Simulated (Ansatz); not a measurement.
**Fe wire along [110], 3 atoms a period: bands by functional and under strain**

Aim: is the Fe wire along [110], 3 atoms a period a metal or a semiconductor?

Main program and level: Ansatz 0.2.0; DFT PBE, plane waves, PAW; relaxation of a wire's period, in the first sound run; inputs show where later runs differ.

Most raw output is cut from this account.

### Step 1. The structure

The cell holds 3 atoms: 3 Fe. Its edges and angles: a = 8.215 Å, b = 8.801 Å, c = 4.002 Å, α = 90.0°, β = 90.0°, γ = 90.0°. Vacuum lies along a and b. The structure's axis is c.

### Step 2. Relaxing the period

Band widths follow the bond lengths, so the wire is relaxed first. The atoms and the third cell vector are free; the box across stays fixed as vacuum. Moments are seeded so that a magnetic state can form if it lies lower. A Fermi-Dirac smearing is set since the result may be a metal. The pressure printed is a third of the stress's trace over the whole box, vacuum included; only the stress along the axis is relaxed.

input.yaml

```yaml
crystal:
  lattice:
    - [8.215, 0.0, 0.0]
    - [0.0, 8.801, 0.0]
    - [0.0, 0.0, 4.0022243815]
  atoms:
    - { symbol: Fe, position: [0.413877054, 0.386319736, 0.0], spin: 2.4 }
    - { symbol: Fe, position: [0.413877054, 0.613693011, 0.5], spin: 2.4 }
    - { symbol: Fe, position: [0.586122946, 0.386319736, 0.5], spin: 2.4 }
magnetization:
  spin_polarized: true
kpoints:
  mp_grid: { grid: [1, 1, 20] }
scf:
  occupations: { method: fermi_dirac, width: 0.05 }
hamiltonian:
  xc: pbe
relax:
  cell: { fix: [a, b, alpha, beta, gamma] }
  max_steps: 60
```

Command:

```bash
$ ansatz run input.yaml --threads 4 --pin off --max-ram 16384MiB --backend cpu --events-out ev --progress --plain --runs-dir out
```

The job ended after 4.9 min (4 threads of Arm Neoverse V1, shared host; peak memory 0.74 GiB; 19 min of CPU time).

Step by step (22 of 37):

```tsv
step	energy less that of the first step (eV)	largest force component (eV/Å)	pressure (GPa)	volume (Å³)
1	0.0000	2.0064	-2.37	289.36
3	-0.8671	1.8479	0.39	266.48
4	-1.2537	0.9107	-0.13	252.01
6	-1.9699	0.1799	-1.23	223.50
8	-2.4578	0.1231	-0.47	195.31
10	-2.5048	0.3460	0.69	183.87
11	-2.5108	0.1863	-0.20	183.28
13	-2.5151	0.3741	0.16	172.94
15	-2.5420	0.0201	0.13	176.32
16	-2.5423	0.0048	0.13	176.53
18	-2.5426	0.0264	0.16	176.57
20	-2.5398	0.2595	-0.27	176.77
22	-2.5455	0.0200	0.11	176.39
23	-2.5449	0.1495	-0.09	176.50
25	-2.5465	0.0065	0.09	176.84
27	-2.5469	0.0223	0.18	176.17
28	-2.5474	0.0206	0.10	176.36
30	-2.5476	0.0264	0.06	176.67
32	-2.5480	0.0287	0.07	176.59
34	-2.5482	0.0109	0.10	176.57
35	-2.5482	0.0105	0.12	176.59
37*	-2.5420	0.0008	0.11	176.58
```

Relaxation steps marked * repeat the geometry before them on a plane-wave basis chosen anew for their cell, so energy and pressure can jump there. Other such steps can lie between the rows shown. Relaxation steps 13, 17, 20, 23, 26 were tried and not accepted.

The run keeps the 2 symmetry operations that it works with, so distortions that break them were not tested.

```tsv
cell as run	before	after	change
c (Å)	4.002	2.442	-39.0 %
```

The atoms that moved most (Å, along periodic axes as changes of fractional coordinates times the final cell, across vacuum about the mean position):

```tsv
atom	dx	dy	dz	length
Fe3	0.333	0.820	0.000	0.885
Fe2	-0.381	-0.371	0.000	0.532
Fe1	0.048	-0.448	0.000	0.451
```

The relaxed structure:

```xyz
3
Lattice="8.2150 0.0000 0.0000 0.0000 8.8010 0.0000 0.0000 0.0000 2.4424" Properties=species:S:1:pos:R:3
Fe    3.4475    2.9516    0.0000
Fe    3.0191    5.0299    1.2212
Fe    5.1484    4.2196    1.2212
```

Numbers from this step:

```
energy at zero smearing    : -13435.8663 eV
total moment               : 9.318 μB
absolute moment            : 9.581 μB
cell length along the wire : 2.442 Å
```

Site moment by atom:

```tsv
atom	site moment (μB)
Fe1	2.81
Fe2	2.81
Fe3	2.81
```

The cell's length comes to 2.442 Å with an absolute moment of 9.58 μB a cell. That is -39 % against the start, more than a small adjustment. 3 contacts a cell pass between under 1.1 and over 1.27 times the sum of covalent radii, so the wire has rearranged from the shape that names it.

### Step 3. The perfect wire

This step: DFT PBE, plane waves, PAW; channels and complex bands of a perfect wire (Ansatz 0.2.0).

At the relaxed period the Bloch states of the perfect wire are found at each energy: those that move forward count the open channels, and those that decay describe how a disturbance dies away inside the wire itself. An energy step of 0.035 eV is under the 0.039 eV that the program asks for its thermal average at 300 K.

input.yaml

```yaml
crystal:
  lattice:
    - [8.215, 0.0, 0.0]
    - [0.0, 8.801, 0.0]
    - [0.0, 0.0, 2.442352893]
  atoms:
    - { symbol: Fe, position: [0.419659388, 0.33537599, 0.0], spin: 2.81 }
    - { symbol: Fe, position: [0.367508195, 0.571511073, 0.5], spin: 2.81 }
    - { symbol: Fe, position: [0.626709471, 0.479445419, 0.5], spin: 2.81 }
magnetization:
  spin_polarized: true
kpoints:
  mp_grid: { grid: [1, 1, 33] }
  band_path: { path: ["Γ", Z], npoints: 50 }
scf:
  occupations: { method: fermi_dirac, width: 0.05 }
hamiltonian:
  xc: pbe
output:
  transmission:
    e_range: [-2, 2]
    de: 0.035
    kmesh: [1, 1]
    reduced_basis: true
    leads: [[0, 0]]
  dos: { e_range: [-5, 4] }
  write_potential: true
  write_density: true
  volumetric_format: npy
  elf: true
```

It took 3.7 min on 4 threads; peak memory 1.3 GiB.

Numbers from this step:

| Quantity | Value |
| --- | --- |
| energy at zero smearing | -13435.8736 eV |
| total moment | 9.245 μB |
| absolute moment | 9.519 μB |
| channels at the energy nearest the Fermi level, spin up | 3 |
| channels at the energy nearest the Fermi level, spin down | 5 |
| conductance of the lead as this run defines it | 3.971 G₀ |
| band gap | 0 eV |

The open channels of the lead by energy, zero at the Fermi level:

```tsv
energy (eV)	spin up	spin down
-2.000	5	3
-1.790	7	3
-1.615	3	2
-1.405	5	2
-1.195	7	1
-0.985	6	2
-0.810	4	2
-0.600	4	1
-0.390	3	4
-0.215	3	3
-0.005	3	5
0.205	3	5
0.415	3	4
0.590	3	2
0.800	4	5
1.010	4	4
1.185	4	2
1.395	4	4
1.605	4	5
1.815	4	4
```

Spin up; the slowest values at each energy, most degenerate partners merged, listed up to 1.5 1/Å. Table of Im kz of the slowest decaying states by energy, zero at the Fermi level:

```tsv
energy (eV)	decay 1 (Å⁻¹)	decay 2 (Å⁻¹)	decay 3 (Å⁻¹)	decay 4 (Å⁻¹)
-2.000	0.0932	0.189	0.213	0.398
-1.790	0.200	0.355	0.366	0.569
-1.615	0.0661	0.0731	0.0890	0.122
-1.405	0.0158	0.100	0.271	0.325
-1.195	0.283	0.377	0.387	0.669
-0.985	0.221	0.405	0.456	0.550
-0.810	0.0393	0.0846	0.306	0.416
-0.600	0.169	0.200	0.382	0.426
-0.390	0.184	0.201	0.259	0.430
-0.215	0.211	0.284	0.287	0.430
-0.005	0.208	0.306	0.367	0.426
0.205	0.189	0.313	0.417	0.433
0.415	0.151	0.310	0.404	0.490
0.590	0.0893	0.299	0.389	0.531
0.800	0.276	0.366	0.577	0.693
1.010	0.240	0.338	0.618	0.731
1.185	0.194	0.310	0.649	0.764
1.395	0.0997	0.267	0.683	0.764
1.605	0.0154	0.211	0.715	0.737
1.815	0.0459	0.122	0.709	0.745
```

Spin down; the slowest values at each energy, most degenerate partners merged, listed up to 1.5 1/Å. Table of Im kz of the slowest decaying states by energy, zero at the Fermi level:

```tsv
energy (eV)	decay 1 (Å⁻¹)	decay 2 (Å⁻¹)	decay 3 (Å⁻¹)	decay 4 (Å⁻¹)
-2.0000	0.517	0.570	0.609	0.612
-1.7550	0.0520	0.287	0.500	0.500
-1.5100	0.139	0.326	0.331	0.459
-1.2650	0.122	0.221	0.266	0.524
-0.9850	0.139	0.257	0.305	0.474
-0.7400	0.129	0.230	0.327	0.425
-0.4950	0.0487	0.0780	0.321	0.335
-0.2500	0.0555	0.0996	0.404	0.411
-0.0050	0.166	0.369	0.439	0.465
0.2400	0.105	0.202	0.300	0.432
0.4850	0.143	0.211	0.264	0.368
0.7650	0.159	0.174	0.192	0.395
1.0100	0.0614	0.0908	0.152	0.217
1.2550	0.162	0.176	0.294	0.308
1.5000	0.0560	0.150	0.257	0.368
1.7450	0.155	0.263	0.324	0.325
```

Electronic bands along the path, in eV, zero at the Fermi level:

```tsv
point	up 27	up 28	up 29	up 30	down 19	down 20	down 21	down 22
Γ	-1.16	-1.13	-0.86	-0.82	-0.34	0.24	0.31	0.53
halfway	-1.54	-1.13	0.42	0.49	-0.50	-0.33	-0.02	0.29
Z	-0.51	1.59	2.35	4.13	0.28	0.51	0.82	0.94
```

Spin density in the ca plane at fractional y = 0.335, with atoms of Fe within 0.2 Å of it.

Ten even steps from '_' (0.0 e/Å³) to '@' (6.4 e/Å³), each cell a mean:
```
__________________________
__________________________
__________________________
__________________________
__________________________
__________________________
__________________________
__________________________
__________________________
__________________________
__________________________
__________________________
==--..________________..--
@@##--..____________..--##
**==::________________::==
....____________________..
__________________________
__________________________
__________________________
__________________________
__________________________
__________________________
__________________________
__________________________
```
Columns run along c (2.4 Å), rows up along a (8.2 Å). Atoms in or near the plane, at fractional coordinates: Fe at (0.00, 0.42).

Valence density in the ca plane at fractional y = 0.335, with atoms of Fe within 0.2 Å of it. It is the smooth field of the valence electrons, not physical close to the nuclei.

Ten steps, logarithmic in the rise over the least value, from '_' (0 e/Å³) to '@' (32 e/Å³), each cell a mean:
```
__________________________
__________________________
__________________________
__________________________
__________________________
__________________________
__________________________
__________________________
__________________________
__________________________
..........................
==----::............::----
%%##**==::........::==**##
@@@@%%**--::....::--**%%@@
@@%%##++--........--++##%%
++++==::............::==++
........____________......
__________________________
__________________________
__________________________
__________________________
__________________________
__________________________
__________________________
```
Columns run along c (2.4 Å), rows up along a (8.2 Å). Atoms in or near the plane, at fractional coordinates: Fe at (0.00, 0.42).

ELF in the ca plane at fractional y = 0.335, with atoms of Fe within 0.2 Å of it. It is the smooth field of the valence electrons, not physical close to the nuclei.

Ten even steps from '_' (0.00) to '@' (0.87), each cell a mean:
```
__________________________
__________________________
__________________________
..........................
::::::................::::
::::::::::::::::::::::::::
----::::::........::::::--
====--::::::....::::::--==
++====----::::::::----====
==========--------========
::::::--============--::::
----::::::--====--::::::--
####++--::::----::::--++##
@@@@##++--::::::::--++##@@
%%%%**==::::----::::==**%%
====--::::::----::::::--==
........::--====--::......
....::::----====----::::..
..::::::------------::::::
......::::::::::::::::....
..........................
__________________________
__________________________
__________________________
```
Columns run along c (2.4 Å), rows up along a (8.2 Å). Atoms in or near the plane, at fractional coordinates: Fe at (0.00, 0.42).

By hand: the program gives 4.2556 × 10^14 S/m² over the cell's cross-section of 72.30 Å² = 7.230 × 10^-19 m², so one cell conducts 3.077 × 10^-4 S. Divided by G0 = 2e²/h = 7.748 × 10^-5 S this is 3.97 G0, a resistance of 3.25 kΩ.

At the computed energy nearest the Fermi level there are 3 spin-up and 5 spin-down channels, and the thermal average gives 3.97 G₀.

### Step 4. Levels at the same atoms, level LDA, cutoff 420 eV

This step: DFT LDA, plane waves, PAW; bands of a perfect wire at the PBE geometry (Ansatz 0.2.0).

The atoms stay at the PBE geometry and the functional changes. At fixed atoms LDA and the gradient-corrected functionals usually give like bands; this run checks that. Against the first PBE run of this kind, the mesh along the wire has 25 points against 33.

input.yaml, the sections that differ from step 3:

```yaml
kpoints:
  mp_grid: { grid: [1, 1, 25] }
  band_path: { path: ["Γ", Z], npoints: 50 }
hamiltonian:
  xc: lda
# crystal, magnetization, scf: as in step 3
# output: removed
```

The job ended after 16 s (4 threads; peak memory 0.58 GiB; 63 s of CPU time).

Numbers from this step:

| Item | Value |
| --- | --- |
| energy at zero smearing | -13252.7609 eV |
| total moment | 9.074 μB |
| absolute moment | 9.217 μB |

The electronic bands at the labelled points (eV, zero at the Fermi level):

```tsv
point	up 27	up 28	up 29	up 30	down 19	down 20	down 21	down 22
Γ	-0.96	-0.93	-0.68	-0.65	-0.34	0.21	0.29	0.44
halfway	-1.35	-0.96	0.58	0.63	-0.48	-0.38	-0.04	0.21
Z	-0.37	1.66	2.41	4.22	0.13	0.43	0.78	0.88
```

Site moment by atom:

```tsv
atom	site moment (μB)
Fe1	2.73
Fe2	2.73
Fe3	2.73
```

Bands cross the Fermi level, as under PBE at the relaxed period, with an absolute moment of 9.22 μB a cell.

### Step 5. Levels at the same atoms, level PBEsol, cutoff 420 eV

This step: DFT PBEsol, plane waves, PAW; bands of a perfect wire at the PBE geometry (Ansatz 0.2.0).

input.yaml, as its differences from that of step 4:

```diff
@@ -17,2 +17,2 @@
 hamiltonian:
-  xc: lda
+  xc: pbesol
```

It took 17 s on 4 threads; peak memory 0.58 GiB.

Bands cross the Fermi level, as under PBE at the relaxed period, with an absolute moment of 9.55 μB a cell.

### Step 6. Another level of theory, level r2SCAN, cutoff 500 eV

This step: DFT r2SCAN, plane waves, PAW; bands of a perfect wire at the PBE geometry (Ansatz 0.2.0).

The atoms stay at the PBE geometry and the functional changes. r2SCAN also reads the kinetic-energy density; it often gives larger moments and wider gaps than PBE, at a higher cost. Against the first PBE run of this kind, the cutoff is 500 eV against 420 and the mesh along the wire has 25 points against 33.

input.yaml, as its differences from that of step 5:

```diff
@@ -17,2 +17,2 @@
 hamiltonian:
-  xc: pbesol
+  xc: r2scan
```

Run time: 47 s. Hardware: 4 threads; peak memory 0.91 GiB; 3 min of CPU time.

Bands cross the Fermi level, as under PBE at the relaxed period, with an absolute moment of 10.46 μB a cell.

### Step 7. Levels at the same atoms, level PBE, no spin, cutoff 420 eV

This step: DFT PBE, plane waves, PAW; bands of a perfect wire at the PBE geometry (Ansatz 0.2.0).

The same atoms without spin show what the magnetic order does to the bands. Against the first PBE run of this kind, the mesh along the wire has 25 points against 33.

input.yaml, the sections that differ from step 6:

```yaml
crystal:
  lattice:
    - [8.215, 0.0, 0.0]
    - [0.0, 8.801, 0.0]
    - [0.0, 0.0, 2.442352893]
  atoms:
    - { symbol: Fe, position: [0.419659388, 0.33537599, 0.0] }
    - { symbol: Fe, position: [0.367508195, 0.571511073, 0.5] }
    - { symbol: Fe, position: [0.626709471, 0.479445419, 0.5] }
hamiltonian:
  xc: pbe
# kpoints, scf: as in step 6
# magnetization: removed
```

Elapsed: 5.6 s, on 4 threads; peak memory 0.45 GiB; 22 s of CPU time.

The electronic bands at the labelled points (eV, zero at the Fermi level):

```tsv
point	band 21	band 22	band 23	band 24	band 25	band 26	band 27	band 28
Γ	-0.49	-0.42	-0.14	-0.09	-0.05	0.09	0.17	0.70
halfway	-0.95	-0.81	-0.37	-0.15	-0.06	0.03	0.13	0.54
Z	-0.13	-0.12	0.10	0.10	0.20	0.35	1.01	2.58
```

Bands cross the Fermi level, as under PBE at the relaxed period.

### Step 8. At a strained period, period over the relaxed period 1.03, k-mesh 1×1×24

This step: DFT PBE, plane waves, PAW; relaxation at a fixed period (Ansatz 0.2.0).

The period is set to 1.03 times the relaxed one and the atoms relax within it: strain changes bond lengths and angles, which shifts the bands against each other. Against the first PBE run of this kind, the mesh along the wire has 24 points against 33.

The cell differs from the one that the last finished run ended in (c 2.442 → 2.516 Å).

input.yaml

```yaml
crystal:
  lattice:
    - [8.215, 0.0, 0.0]
    - [0.0, 8.801, 0.0]
    - [0.0, 0.0, 2.5156234798]
  atoms:
    - { symbol: Fe, position: [0.419659388, 0.33537599, 0.0], spin: 2.81 }
    - { symbol: Fe, position: [0.367508195, 0.571511073, 0.5], spin: 2.81 }
    - { symbol: Fe, position: [0.626709471, 0.479445419, 0.5], spin: 2.81 }
magnetization:
  spin_polarized: true
kpoints:
  mp_grid: { grid: [1, 1, 24] }
  band_path: { path: ["Γ", Z], npoints: 50 }
scf:
  occupations: { method: fermi_dirac, width: 0.05 }
hamiltonian:
  xc: pbe
relax:
  max_steps: 40
  f_tol: 0.02
output:
  stress: true
```

Wall time 26 s (4 threads); peak memory 0.61 GiB.

(Part 1 of 2 ends here.)

[Logs are printed without paths, hosts, clocks, repeated set-up lines and the standing remarks that a program may print on its own settings, such as how far it seeks lower states.]

[Hosts, paths, dates, database ids (printed as entryN), source tags and the programs' standing remarks are cut or masked in the printed files.]
